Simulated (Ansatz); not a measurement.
## W(100) with 4 thermally displaced layers, 2x2: scattering by thermal displacements

How much do lattice vibrations at 800 K scatter the electrons of W? Layers with random displacements are laid between perfect leads, and the resistance is followed against their length.

Program: Ansatz 0.2.0. Level of theory: Ansatz plane-wave DFT, PBE, PAW files; ballistic transport by layer matching (Landauer), zero bias; PAW set soft_1. Results are calculated unless marked as measured.

## 1. The starting structure

The cell holds 56 atoms: 56 W. Its edges and angles: a = 6.330 Å, b = 6.330 Å, c = 22.154 Å, α = 90.0°, β = 90.0°, γ = 90.0°. It derives from W. Regions: lead, 40 atoms (40 W); scattering region, 16 atoms (16 W). The structure is stacked along c, and the current runs across the ab planes.

## 2. With 4 displaced layers

Each atom of 4 layers is moved at random, by amounts drawn from a normal law 0.0631 Å wide in each direction from the Debye model (400 K) at 800 K. The layers about the cell's end stay perfect and serve as the lead. Disorder leaves little or no symmetry, which makes such runs dear. Energies from -0.05 to 0.05 eV in steps of 0.05 eV are too few for the program's thermal sum, so it prints no conductance; for a metal the transmission near the Fermi level serves, at a fraction of the cost.

Contents of input.yaml:

```yaml
crystal:
  lattice:
    - [6.3296, 0.0, 0.0]
    - [0.0, 6.3296, 0.0]
    - [0.0, 0.0, 22.1536]
  atoms:
    - { symbol: W, position: [0.0, 0.0, 0.0357142857] }
    - { symbol: W, position: [0.0, 0.5, 0.0357142857] }
    - { symbol: W, position: [0.5, 0.0, 0.0357142857] }
    - { symbol: W, position: [0.5, 0.5, 0.0357142857] }
    - { symbol: W, position: [0.25, 0.25, 0.1071428571] }
    - { symbol: W, position: [0.25, 0.75, 0.1071428571] }
    - { symbol: W, position: [0.75, 0.25, 0.1071428571] }
    - { symbol: W, position: [0.75, 0.75, 0.1071428571] }
    - { symbol: W, position: [0.0, 0.0, 0.1785714286] }
    - { symbol: W, position: [0.0, 0.5, 0.1785714286] }
    - { symbol: W, position: [0.5, 0.0, 0.1785714286] }
    - { symbol: W, position: [0.5, 0.5, 0.1785714286] }
    - { symbol: W, position: [0.25, 0.25, 0.25] }
    - { symbol: W, position: [0.25, 0.75, 0.25] }
    - { symbol: W, position: [0.75, 0.25, 0.25] }
    - { symbol: W, position: [0.75, 0.75, 0.25] }
    - { symbol: W, position: [0.0, 0.0, 0.3214285714] }
    - { symbol: W, position: [0.0, 0.5, 0.3214285714] }
    - { symbol: W, position: [0.5, 0.0, 0.3214285714] }
    - { symbol: W, position: [0.5, 0.5, 0.3214285714] }
    - { symbol: W, position: [0.2499319115, 0.2604339548, 0.3949704016] }
    - { symbol: W, position: [0.2572205499, 0.7661452433, 0.3894217383] }
    - { symbol: W, position: [0.743746913, 0.2368280566, 0.3925500872] }
    - { symbol: W, position: [0.7599614029, 0.7497810976, 0.3942702217] }
    - { symbol: W, position: [0.9809425018, 0.0014667789, 0.4617012541] }
    - { symbol: W, position: [0.0177072613, 0.5088451967, 0.4669910169] }
    - { symbol: W, position: [0.49942297, 0.0061125252, 0.4661604633] }
    - { symbol: W, position: [0.4965650195, 0.4950393437, 0.4639586534] }
    - { symbol: W, position: [0.2439613828, 0.2440722168, 0.5349067684] }
    - { symbol: W, position: [0.2427349554, 0.7576431494, 0.531166017] }
    - { symbol: W, position: [0.7582139895, 0.2437607665, 0.5341585543] }
    - { symbol: W, position: [0.7365270101, 0.7485613675, 0.53500854] }
    - { symbol: W, position: [0.0019095295, 0.9946762772, 0.6074100283] }
    - { symbol: W, position: [0.0181491222, 0.5040792541, 0.6055080481] }
    - { symbol: W, position: [0.5095060615, 0.9987153718, 0.6088351845] }
    - { symbol: W, position: [0.5061113798, 0.4960996146, 0.601642236] }
    - { symbol: W, position: [0.25, 0.25, 0.6785714286] }
    - { symbol: W, position: [0.25, 0.75, 0.6785714286] }
    - { symbol: W, position: [0.75, 0.25, 0.6785714286] }
    - { symbol: W, position: [0.75, 0.75, 0.6785714286] }
    - { symbol: W, position: [0.0, 0.0, 0.75] }
    - { symbol: W, position: [0.0, 0.5, 0.75] }
    - { symbol: W, position: [0.5, 0.0, 0.75] }
    - { symbol: W, position: [0.5, 0.5, 0.75] }
    - { symbol: W, position: [0.25, 0.25, 0.8214285714] }
    - { symbol: W, position: [0.25, 0.75, 0.8214285714] }
    - { symbol: W, position: [0.75, 0.25, 0.8214285714] }
    - { symbol: W, position: [0.75, 0.75, 0.8214285714] }
    - { symbol: W, position: [0.0, 0.0, 0.8928571429] }
    - { symbol: W, position: [0.0, 0.5, 0.8928571429] }
    - { symbol: W, position: [0.5, 0.0, 0.8928571429] }
    - { symbol: W, position: [0.5, 0.5, 0.8928571429] }
    - { symbol: W, position: [0.25, 0.25, 0.9642857143] }
    - { symbol: W, position: [0.25, 0.75, 0.9642857143] }
    - { symbol: W, position: [0.75, 0.25, 0.9642857143] }
    - { symbol: W, position: [0.75, 0.75, 0.9642857143] }
kpoints:
  mp_grid: { grid: [4, 4, 1] }
hamiltonian:
  xc: pbe
  pseudopotentials: { kind: paw, azcp: { folder: soft_1 } }
scf:
  occupations: { method: fermi_dirac, width: 0.1 }
output:
  transmission: { leads: [[0, 4]], kmesh: [8, 8], e_range: [-0.05, 0.05], de: 0.05 }
  write_potential: true
  write_density: true
  volumetric_format: npy
  elf: true
```

Command:

```bash
$ ansatz run input.yaml --threads 4 --pin off --max-ram 15360MiB --backend cpu --events-out ev --progress --plain --runs-dir out
```

Numbers of over 12 decimals in the logs are rounded to 6 here.

Log:

```text
Engine: ansatz 0.2.0, aarch64-unknown-linux-gnu
Pseudopotentials: kind: paw
Pseudopotential: W, paw, valence charge 14, recommended cutoff 420 eV (normal), soft_1/W.paw.azcp
Functional definition: PBE
  parameter kappa = 0.804
  parameter beta = 0.066725
  exchange = pbe_x(kappa = kappa, mu = beta*pi^2/3)
  correlation = pbe_c(beta = beta)
Crystal: 56 atoms, lattice volume = 887.558 Å³
Basis set: ecut = 420 eV, 17351 PW (Γ)
Bands: 471, of which v1, the nominal top of the filled ones, is band 392 counted from 1 (391 counted from 0)
Symmetry: 1 space group operations
Space group: P1 (ITA 1), of the structure as read, at distance tolerance 9.6e-5 Å
k-points: 10 of 16 (time reversal used)
Non-local potential: W, projectors of the file, l = 0: 3, l = 1: 2, l = 2: 2, l = 3: 1
PAW form: soft (Blöchl's): semilocal exchange-correlation on the pseudo side does not see the compensation charge
PAW one-centre angular grid: W, 590 points (default); XC on 64 Gauss nodes
Initial density: superposition of atomic densities (chi_scale 0.1, normalization cell)
Initial wavefunctions: pseudopotential atomic-orbital guess
Functional: x = pbe(κ = 0.804, μ = 0.219515), c = pbe(β = 0.066725)
SCF iter   1: F=—  HF=-581621.159233 eV  |F-HF|=—  |Δ(HF+E_count)|=         —  Δρ=6.30e-2  dr2=3.12e1  ethr=3.10e-3  ⟨swp⟩=4.6  Hψ=16980  notcnv=0
preconditioner: auto → Kerker (q_TF=auto, 2.672 Å⁻¹)  [metal: Δε(μ)=0.004 eV  Ē_g=5.398 eV  σ=0.100 eV  W_gap=0.01  n_scr=294 (ndim 8)  ℏωp=22.8 eV  f_vac=0.000  D(μ)=25.76/eV (n_scr^D=204)]
SCF iter   2: F=—  HF=-581613.999778 eV  |F-HF|=—  |Δ(HF+E_count)|=    7.16e0  Δρ=3.77e-2  dr2=1.09e1  ethr=3.10e-3  ⟨swp⟩=2.0  Hψ=6033  notcnv=0  defer=12
SCF iter   3: F=—  HF=-581610.388689 eV  |F-HF|=—  |Δ(HF+E_count)|=    3.61e0  Δρ=2.95e-3  dr2=3.57e-2  ethr=1.38e-3  ⟨swp⟩=2.2  Hψ=8603  notcnv=0  defer=12
SCF iter   4: F=—  HF=-581610.403910 eV  |F-HF|=—  |Δ(HF+E_count)|=   1.52e-2  Δρ=3.01e-4  dr2=1.02e-3  ethr=4.56e-6  ⟨swp⟩=2.7  Hψ=8868  notcnv=0  defer=8
SCF iter   5: F=—  HF=-581610.404061 eV  |F-HF|=—  |Δ(HF+E_count)|=   1.51e-4  Δρ=4.80e-5  dr2=1.54e-4  ethr=1.30e-7  ⟨swp⟩=1.2  Hψ=4875  notcnv=0  defer=8
SCF iter   6: F=—  HF=-581610.404005 eV  |F-HF|=—  |Δ(HF+E_count)|=   5.64e-5  Δρ=1.27e-5  dr2=1.23e-5  ethr=1.96e-8  ⟨swp⟩=1.0  Hψ=4702  notcnv=0  defer=8
SCF iter   7: F=—  HF=-581610.403370 eV  |F-HF|=—  |Δ(HF+E_count)|=   6.34e-4  Δρ=2.80e-6  dr2=1.61e-7  ethr=1.57e-9  ⟨swp⟩=1.0  Hψ=4710  notcnv=0  defer=8
SCF iter   8: F=-581610.403370 eV  HF=-581610.403370 eV  |F-HF|=9.20e-9  |Δ(HF+E_count)|=   1.75e-9  Δρ=5.35e-7  dr2=1.06e-8  ethr=1.28e-11  ⟨swp⟩=6.5  Hψ=10329  notcnv=0
SCF 1 converged in 8 iterations: F = -581610.403370 eV  dr2 = 1.06e-8
  greatest PAW one-centre occupation: 0.999 electrons in one spin orbital (limit 2), on the W atom at site 26 (counted from 0), in its partial waves of l = 0
transmission: 99 of 952 steps passed
transmission: 192 of 952 steps passed
[...]
transmission: 952 of 952 steps passed
SCF converged after 8 iterations
Free energy (F): -581610.403370 eV
Harris-Foulkes:  -581610.403370 eV  (|F-HF|=9.20e-9)
Internal energy: -581609.428750 eV  (E = F + TS)
E sigma→0 (E₀):  -581609.916060 eV
Entropy (-TS):   -0.974621 eV (-17.404 meV/atom)
Fermi energy:    22.469858 eV
--- Per-component energies (eV) ---
  E_band       = -4713.485493
  E_kinetic    = 23626.999332
  E_local      = -30392.468365  (includes V_loc(G=0)·N_el)
  E_nonlocal   = -1425.942369
  E_hartree    = 12771.834781
  E_xc         = -14997.511003
  E_vxc        = -12963.236804  (∫ρ·V_xc dr)
  E_paw        = -480361.496999  (= ΣΔE_a)
  E_vpaw       = -9102.512297  (= ΣTr[D̂ρ^β])
  E_aug_tail   = 0.008287  (compensation charges beyond the density's cutoff)
  E_ewald      = -90830.852413
  E_smearing   = -0.974621  (= −TS)
  E_closure    = 0.000000  (closes the sum)
  Σ components = -581610.403370   (vs F -581610.403370, Δ=0.00e0)
--- Band table (eV; the first three rows and the last of 10) ---
  k-point 0: bands = [... 388 lower, 22.3873, 22.4046, 22.4176, 22.4273, 22.5013, 22.5389, 22.5666, 22.5723, ... 75 higher]
  k-point 1: bands = [... 388 lower, 22.1826, 22.1964, 22.3694, 22.3886, 22.4147, 22.4478, 22.5446, 22.5612, ... 75 higher]
  k-point 2: bands = [... 388 lower, 22.3923, 22.4151, 22.4200, 22.4911, 22.6604, 22.7315, 22.8104, 22.8340, ... 75 higher]
  k-point 9: bands = [... 388 lower, 21.6684, 21.7041, 21.7677, 21.7952, 22.5081, 22.5317, 22.5390, 22.5868, ... 75 higher]
--- Transmission ---
  basis      : 349 plane waves across, 28 finite elements along
  points     : 34, standing for a mesh of 8 x 8
  energies   : 3 from -0.050000 to 0.050000 eV about the Fermi level, 0.050000 eV apart; the leads are filled to 0.000000 eV, and channels, transmission and decay are at 0.000000 eV
  crystal 0  : W4, at the sites [0, 4], period 1.5824 Å, over 15.82 Å; its Hamiltonian steps by up to 3.9 meV
    offset         : up to 0.0000 Å between an atom of the period and one for which it stands
    channels       : 5.656250e0 a spin
    conductance    : none, the energies end too early or step too widely for 300 K: set another output.transmission.e_range or a lower de, or, where they end at an eighth of basis.ecutwfc, a higher one
    slowest decay  : 0.0295 /Å at (0.5000, 0.5000)
  junction   : crystal 0 to crystal 0, 0.70 to 21.27 Å
    transmission   : 4.832508e0 a spin
    conductance    : none, the energies end too early or step too widely for 300 K: set another output.transmission.e_range or a lower de, or, where they end at an eighth of basis.ecutwfc, a higher one
```

Run time: 14 min. Hardware: 4 threads of Arm Neoverse V2, shared host; peak memory 7.8 GiB.

Numbers from this step:

```
free energy                                    : -581610.4034 eV
energy at zero smearing                        : -581609.9161 eV
Fermi energy                                   : 22.47 eV
cell area                                      : 40.06 Å²
transmission per spin nearest the Fermi level  : 4.833
open channels per spin nearest the Fermi level : 5.656
step of the lead's potential                   : 3.9 meV
```

Per spin. Table of transmission, zone mean by energy, zero at the Fermi level:

| energy (eV) | transmission, zone mean |
| --- | --- |
| -0.0500 | 4.49 |
| 0.0000 | 4.83 |
| 0.0500 | 4.82 |

Per spin. The open channels, zone mean, lead by energy, zero at the Fermi level:

| energy (eV) | open channels, zone mean, lead |
| --- | --- |
| -0.0500 | 5.28 |
| 0.0000 | 5.66 |
| 0.0500 | 5.53 |

Transmission over k1 and k2. At 0.0000 eV from the Fermi level.

Ten even steps from '0' (0.0) to '9' (13.2):
```
10224220
12145412
22479842
54599954
22489742
12145412
10224220
01124211
```
Columns: k1 (b1) from -0.5 to 0.375; rows upwards: k2 (b2) from -0.5 to 0.375.

Open channels over k1 and k2. At 0.0000 eV from the Fermi level.

Ten even steps from '0' (0.0) to '9' (14.0):
```
10225220
12157512
22599952
55799975
22599952
12157512
10225220
01125211
```
Columns: k1 (b1) from -0.5 to 0.375; rows upwards: k2 (b2) from -0.5 to 0.375.

Valence density in the ca plane at fractional y = 0.000, with atoms of W within 0.2 Å of it. It is the smooth field of the valence electrons, not physical close to the nuclei.

Ten even steps from '0' (0.3 e/Å³) to '9' (5.6 e/Å³), each cell a mean:
```
16995000027983000059981000059961000169940000
02441000003431000026640000014420000024410000
00000000000000000001100000000000000000000000
00000000000000000000000000000000000000000000
00000000000000000000000000000000000000000000
00000000000000000000000000000100000000000000
02442000003531000013431000025530000024410000
16995000027993000038982000059971000169940000
17996100028994000039993000059972000279950000
04773000015862000026861000026640000148730000
01110000001210000001210000001100000011100000
00000000000000000000000000000000000000000000
00000000000000000000000000000000000000000000
00000000000000000000000000000000000000000000
01210000001210000000100000002210000012100000
04773000015862000025630000037841000148730000
17996100028994000059971000169971000279950000
```
Columns run along c (16.0 Å, from fractional 0.14 to 0.86 of the cell), rows up along a (6.3 Å). Atoms in or near the plane, at fractional coordinates: W at (0.18, 0.00), W at (0.18, 0.50), W at (0.32, 0.00), W at (0.32, 0.50), W at (0.46, 0.98), W at (0.47, 0.50), W at (0.61, 0.00), W at (0.61, 0.51), W at (0.75, 0.00), W at (0.75, 0.50).

ELF in the ca plane at fractional y = 0.000, with atoms of W within 0.2 Å of it. It is the smooth field of the valence electrons, not physical close to the nuclei.

Ten even steps from '0' (0.15) to '9' (0.66), each cell a mean:
```
29679124149587133185294142197693141395781240
25775256326873265259982365247752464268742563
41012466531012566422223566421014666410124665
65335655664235655652236655653356555643356556
64335655664236655664346655652246655642356556
41112466531012566531113566421123666311124665
26885256327874255237773365258872364268842563
29669124149487134069595143186494141395781240
39239113058067023067076032195294040481481230
28998135239996145159994254169982252399971451
22332366423332466423332566312222565223323664
53113565652124655641025665541135656521146656
65446655665456644664457655664466545654466556
53113566652024655542136666631125656521135656
22442366423432466421113566324432565234323664
28998135239896144159982353189982252399971451
39239113058067022186393041193183040481481230
```
Columns run along c (16.0 Å, from fractional 0.14 to 0.86 of the cell), rows up along a (6.3 Å). Atoms in or near the plane, at fractional coordinates: W at (0.18, 0.00), W at (0.18, 0.50), W at (0.32, 0.00), W at (0.32, 0.50), W at (0.46, 0.98), W at (0.47, 0.50), W at (0.61, 0.00), W at (0.61, 0.51), W at (0.75, 0.00), W at (0.75, 0.50).

Electrostatic potential energy in the ca plane at fractional y = 0.000, with atoms of W within 0.2 Å of it. With pseudopotentials it is smooth inside the atoms' cores, unlike the true potential.

Ten even steps from '0' (-24 eV) to '9' (23 eV), each cell a mean:
```
50001699830002799610003899610005898400016998
73114899962125899730016999841137999731148999
98678999997678999975568999987789999986789999
99999999999999999999899999999999999999999999
99999999999999999999999999999999999999999999
98668999997678999987678999986578999976689999
73114899962125899852126999841026999731148999
50001699830002799720003799610004898400016998
40000599830001699720002799600003898300006997
61002799851003799840004899730026999510027998
86446899985347999975357999975568999864479999
99889999999889999998889999999999999998899999
99999999999999999999999999999999999999999999
99889999998889999999999999998899999998899999
86446899985347999976578999864358999853469999
61002799851003799841026999720016999510027998
40000599720001699610004899500004898300006997
```
Columns run along c (16.0 Å, from fractional 0.14 to 0.86 of the cell; values clipped at the 3rd and 97th percentile), rows up along a (6.3 Å). Atoms in or near the plane, at fractional coordinates: W at (0.18, 0.00), W at (0.18, 0.50), W at (0.32, 0.00), W at (0.32, 0.50), W at (0.46, 0.98), W at (0.47, 0.50), W at (0.61, 0.00), W at (0.61, 0.51), W at (0.75, 0.00), W at (0.75, 0.50).

Over the solved energies the transmission per spin lies between 4.49 and 4.83, out of 5.49 channels of the lead on average (up to 5.66).

(Continued in part 2 of 2.)

[Logs are printed without paths, hosts, clocks, repeated set-up lines and the standing remarks that a program may print on its own settings, such as how far it seeks lower states.]

[Hosts, paths, dates, database ids (printed as entryN), source tags and the programs' standing remarks are cut or masked in the printed files.]
